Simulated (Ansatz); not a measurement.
## LiF (Griceite, Fm-3m): the dielectric response against the k mesh

Aim: how dense a k mesh do ε∞ and the zone-centre modes of LiF (Griceite, Fm-3m) need?

Program: Ansatz 0.2.0. Level of theory: DFT LDA, scalar-relativistic, plane waves, PAW; PAW set soft_1. Results are calculated unless marked as measured.

Most raw output is cut from this account.

### 1. Set-up

Symmetry: Fm-3m, No. 225, cubic system. The conventional cell has a = 4.028 Å, b = 4.028 Å, c = 4.028 Å, α = 90.00°, β = 90.00°, γ = 90.00°. Nearest to Li lie 6 F at 2.01 Å. Nearest to F lie 6 Li at 2.01 Å. Farther neighbours and most contacts between anions are not listed.

Coordinates:

```cif
data_structure
_symmetry_space_group_name_H-M 'P 1'
_symmetry_Int_Tables_number 1
_cell_length_a 2.8482
_cell_length_b 2.8482
_cell_length_c 2.8482
_cell_angle_alpha 60.000
_cell_angle_beta 60.000
_cell_angle_gamma 60.000
_cell_volume 16.34
loop_
_atom_site_label
_atom_site_type_symbol
_atom_site_fract_x
_atom_site_fract_y
_atom_site_fract_z
_atom_site_occupancy
Li1 Li 0.00000 0.00000 0.00000 1
F2 F 0.50000 0.50000 0.50000 1
```

### 2. Relaxation

Harmonic phonons are second derivatives at a point where the forces vanish, and they are wanted at zero stress, so atoms and cell are relaxed first.

Contents of input.yaml:

```yaml
crystal:
  lattice:
    - [0.0, 2.014, 2.014]
    - [2.014, 0.0, 2.014]
    - [2.014, 2.014, 0.0]
  atoms:
    - { symbol: Li, position: [0.0, 0.0, 0.0] }
    - { symbol: F, position: [0.5, 0.5, 0.5] }
kpoints:
  mp_grid: { grid: [10, 10, 10] }
hamiltonian:
  xc: lda
  pseudopotentials: { kind: paw, azcp: { folder: soft_1 }, xc_functional: pbe }
scf:
  occupations: { method: gaussian, width: 0.02 }
output:
  forces: true
  stress: true
  eigenvalues: true
relax:
  adjacent_minimum: "off"
  f_tol: 0.005
  max_steps: 80
  cell: { stress_tol: 0.05 }
```

Run with:

```sh
ansatz run input.yaml --threads 4 --pin off --max-ram 10240MiB --backend cpu --events-out ev --progress --plain --runs-dir out
```

Run time: 2 s. Hardware: 4 threads of AMD EPYC 7B13 (Zen 3), shared host; peak memory 0.33 GiB; 5.2 s of CPU time.

Step by step:

| step | energy less that of the first step (eV) | largest force component (eV/Å) | pressure (GPa) | volume (Å³) |
| --- | --- | --- | --- | --- |
| 1 | 0.0000 | 0.0000 | -6.53 | 16.34 |
| 2 | -0.0175 | 0.0000 | -4.63 | 15.89 |
| 3 | -0.0350 | 0.0000 | 0.59 | 14.90 |
| 4 | -0.0348 | 0.0000 | -0.05 | 15.00 |
| 5* | -0.0313 | 0.0000 | -0.52 | 15.00 |
| 6 | -0.0318 | 0.0000 | 0.01 | 14.92 |
| 7* | -0.0315 | 0.0000 | -0.02 | 14.92 |

Relaxation steps marked * repeat the geometry before them on a plane-wave basis chosen anew for their cell, so energy and pressure can jump there.

Forces are held to the 48 operations that the run works with; a distortion that breaks them can't arise in this run.

| conventional cell, symmetrised | before | after | change |
| --- | --- | --- | --- |
| a (Å) | 4.028 | 3.908 | -3.0 % |
| b (Å) | 4.028 | 3.908 | -3.0 % |
| c (Å) | 4.028 | 3.908 | -3.0 % |
| volume (Å³/atom) | 8.17 | 7.46 | -8.7 % |

The relaxed structure:

```cif
data_structure
_symmetry_space_group_name_H-M 'P 1'
_symmetry_Int_Tables_number 1
_cell_length_a 2.7630
_cell_length_b 2.7630
_cell_length_c 2.7630
_cell_angle_alpha 60.000
_cell_angle_beta 60.000
_cell_angle_gamma 60.000
_cell_volume 14.92
loop_
_atom_site_label
_atom_site_type_symbol
_atom_site_fract_x
_atom_site_fract_y
_atom_site_fract_z
_atom_site_occupancy
Li1 Li 0.00000 0.00000 0.00000 1
F2 F 0.50000 0.50000 0.50000 1
```

Numbers from this step:

```yaml
pressure: -0.02136 GPa
gap_on_the_k_mesh: 9.707 eV
volume_per_atom: 7.458 Å³
```

In this step the volume went from 8.17 to 7.46 Å³/atom.

### 3. Bringing the structure to rest

The relaxation is repeated from its end on the same settings, as a check that it has come to rest.

Edit input.yaml of step 2 so:

```diff
@@ -2,5 +2,5 @@
   lattice:
-    - [0.0, 2.014, 2.014]
-    - [2.014, 0.0, 2.014]
-    - [2.014, 2.014, 0.0]
+    - [0.0, 1.9537581956, 1.9537581956]
+    - [1.9537581956, 0.0, 1.9537581956]
+    - [1.9537581956, 1.9537581956, 0.0]
   atoms:
```

Run time: 1.4 s. Hardware: 4 threads; peak memory 0.32 GiB.

Little changed from the start: no atom moved by 0.005 Å and no cell edge by 0.1 %.

Numbers from this step:

* pressure: -0.02135 GPa

In this step the volume went from 7.46 to 7.46 Å³/atom.

### 4. Tight relaxation

Phonons need small forces and stress, so the relaxation is finished with tight tolerances on 12×12×12 k points.

input.yaml, the sections that differ from step 3:

```yaml
kpoints:
  mp_grid: { grid: [12, 12, 12] }
scf:
  occupations: { method: fixed }
relax:
  adjacent_minimum: "off"
  f_tol: 0.001
  max_steps: 60
  cell: { stress_tol: 0.01 }
# crystal, hamiltonian, output: as in step 3
```

Elapsed: 1.1 s, on 4 threads; peak memory 0.32 GiB; 3.1 s of CPU time.

Little changed from the start: no atom moved by 0.005 Å and no cell edge by 0.1 %.

This step gave:

* pressure: -0.003896 GPa
* gap on the k-mesh: 9.709 eV
* volume per atom: 7.456 Å³

The forces vanish by symmetry and the pressure is -0.004 GPa, within the tolerances set. The cell now holds 7.46 Å³/atom.

### 5. Response on one mesh, 4×4×4

Phonons follow from the second derivative of the energy, found here by linear response.

The response is solved on 4×4×4 k points.

input.yaml, the sections that differ from step 4:

```yaml
crystal:
  lattice:
    - [0.0, 1.9536259172, 1.9536259172]
    - [1.9536259172, 0.0, 1.9536259172]
    - [1.9536259172, 1.9536259172, 0.0]
  atoms:
    - { symbol: Li, position: [0.0, 0.0, 0.0] }
    - { symbol: F, position: [0.5, 0.5, 0.5] }
kpoints:
  mp_grid: { grid: [4, 4, 4] }
output:
  eigenvalues: true
phonons:
  method: dfpt
  dielectric: true
  rigid_motions: translations
  field_mesh: kpoints
# hamiltonian, scf: as in step 4
# relax: removed
```

Elapsed: 0.79 s, on 4 threads; peak memory 0.34 GiB; 1.9 s of CPU time.

A gap read on the k-mesh alone can miss the band edges.

This step gave:

```
gap on the k-mesh                                       : 9.707 eV
sum-rule residual before enforcement                    : 1.03e-5 eV/Å²
miss of the charge sum rule                             : 5.50e-7 e
point group                                             : m-3m
highest optical mode at the zone centre (no LO-TO term) : 338.6 cm⁻¹
lowest optical zone-centre mode                         : 338.6 cm⁻¹
mean high-frequency dielectric constant                 : 2.108
largest Born charge (third of the trace)                : 1.040 e
mean static dielectric constant                         : 8.235
top of the zone-centre spectrum with the field          : 669.2 cm⁻¹
```

The optical mode without the LO-TO term lies at 338.6 cm⁻¹.

### 6. Response on one mesh, 20×20×20

The response is solved on 20×20×20 k points.

Edit input.yaml of step 5 so:

```diff
@@ -9,3 +9,3 @@
 kpoints:
-  mp_grid: { grid: [4, 4, 4] }
+  mp_grid: { grid: [20, 20, 20] }
 hamiltonian:
```

Elapsed: 10 s, on 4 threads; peak memory 0.58 GiB.

Numbers from this step:

- gap on the k-mesh: 9.708 eV
- sum-rule residual before enforcement: 1.06e-4 eV/Å²
- miss of the charge sum rule: 1.78e-6 e
- highest optical mode at the zone centre (no LO-TO term): 339.1 cm⁻¹
- lowest optical zone-centre mode: 339.1 cm⁻¹
- mean high-frequency dielectric constant: 2.118
- mean static dielectric constant: 8.226
- top of the zone-centre spectrum with the field: 668.2 cm⁻¹

The optical mode without the LO-TO term lies at 339.1 cm⁻¹.

### 7. All members side by side

The members are set side by side, also those not shown above.

One cell throughout; the field response is solved on the k mesh of the run itself. The response against the k mesh:

| k divisions along a1 | ε∞ | ε0 | largest Born charge in size, a third of the trace (e) | top mode with the field, highest of q along x, y and z (cm⁻¹) | mode 4 T1u (cm⁻¹) |
| --- | --- | --- | --- | --- | --- |
| 4 | 2.108 | 8.235 | 1.04 | 669.2 | 338.6 |
| 6 | 2.118 | 8.228 | 1.04 | 668.3 | 339 |
| 8 | 2.118 | 8.227 | 1.04 | 668.2 | 339.1 |
| 10 | 2.118 | 8.226 | 1.04 | 668.2 | 339.1 |
| 12 | 2.118 | 8.227 | 1.04 | 668.2 | 339.1 |
| 14 | 2.118 | 8.226 | 1.04 | 668.2 | 339.1 |
| 16 | 2.118 | 8.227 | 1.04 | 668.2 | 339.1 |
| 20 | 2.118 | 8.226 | 1.04 | 668.2 | 339.1 |

### 8. Outcome

```json
{"members": "8", "optical mode (no LO-TO term), 4 k divisions": "338.6 cm⁻¹", "optical mode (no LO-TO term), 20 k divisions": "339.1 cm⁻¹"}
```

In words: ε∞ goes from 2.11 at 4 divisions to 2.12 at 20; from 4 divisions on it stays within 1 % of the last value. The highest mode without the field stays within 1 cm⁻¹ of its last value from 4 divisions on. The top mode with the field moves by -1.0 cm⁻¹ over the series. These are harmonic frequencies at zero temperature: anharmonic shifts, linewidths and thermal expansion are left out. The PAW files were made for PBE; the program adapts parts of them to the functional of the run, but their partial waves stay those of PBE, an approximation that was not tested in this session. Only the zone centre was solved, so an instability at another wavevector cannot show here.

[Logs are printed without paths, hosts, clocks, repeated set-up lines and the standing remarks that a program may print on its own settings, such as how far it seeks lower states.]

[Hosts, paths, dates, database ids (printed as entryN), source tags and the programs' standing remarks are cut or masked in the printed files.]
